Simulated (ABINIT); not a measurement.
Entries from a set of simulations; values are calculated unless marked as measured.

```
! title: InGaN2 (P3m1): G0W0 with ABINIT, start to end
! method: RPA screening on LDA, plane waves, norm-conserving pseudopotentials (and 2 further levels or steps)
! program: ABINIT 10.8.3
! settings: cutoff 45 Ha, PseudoDojo scalar-relativistic 0.4.1 stringent, norm-conserving, ngkpt (3, 3, 2), nband 93, ecuteps 4.8 Ha, inclvkb 2, shiftk (0, 0, 0), symchi 1, awtr 1, frequency ppm, 3×3×2 k-mesh
! cost: 5 runs, 84 s in all on 8 MPI ranks of Intel Xeon 6975P-C (Granite Rapids), shared host
! notes: The program’s warnings: nproc spkpt=  >= nkpt= * nsppol=. The cell and positions are those that the Materials Project relaxed with its own functionals (PBE, PBE+U or r2SCAN), kept fixed. Limits: screening runs away on this mesh; no spin-orbit coupling. The 3×3×2 mesh is coarse for this cell, which bears on the long-range parts of exchange and screening. On this mesh the RPA ε∞ passes 90, more than nearly any semiconductor shows; a coarse mesh does this where one point with a narrow direct gap carries much weight. The screening is then too strong, and the G0W0 gap should not be taken as the material’s.
! LDA gap: 0.24 eV, direct
! G0W0 gap on the mesh: 0.72 eV
! GW settings: 3×3×2 mesh, 93 bands, screening to 130.6 eV, Godby-Needs plasmon pole
! known limits: short of the basis limit; screening runs away on this mesh; no spin-orbit coupling; coarse k mesh
CELL_PARAMETERS angstrom
3.39929 0.00000 0.00000
-1.69964 2.94387 0.00000
0.00000 0.00000 5.55161
ATOMIC_POSITIONS crystal
In 0.00000 0.00000 0.99840
Ga 0.66667 0.33333 0.49536
N 0.66667 0.33333 0.14562
N 0.00000 0.00000 0.60222
```

[Long decimals in the printed logs are rounded to 6 places.]

[Logs are printed without paths, hosts, clocks, repeated set-up lines and the standing remarks that a program may print on its own settings, such as how far it seeks lower states.]

[Paths, hosts, dates, memory and timing lines, banners, echoed tables and standing remarks are left out of the program output; an Ansatz launch command may be rebuilt from the run's recorded settings. Measured values are a selection of at most five: reports struck by readers or far from the other reports are left out. None is set beside runs whose start may be inverted or whose files or cutoffs have a known fault.]

[Runs of the session that timed out or met a known fault of the program may be left out.]

[Hosts, paths, dates, database ids (printed as entryN), source tags and the programs' standing remarks are cut or masked in the printed files.]

[G0W0 gaps are taken among the corrected bands and points alone; a level outside them can change the order at an edge.]

[Where Ansatz stands beside ABINIT at settings called matched, ABINIT's density can come from a denser mesh and the files from another edition; pairs whose starting gaps differed by over 0.03 eV were left out, so agreement reads better than it is.]
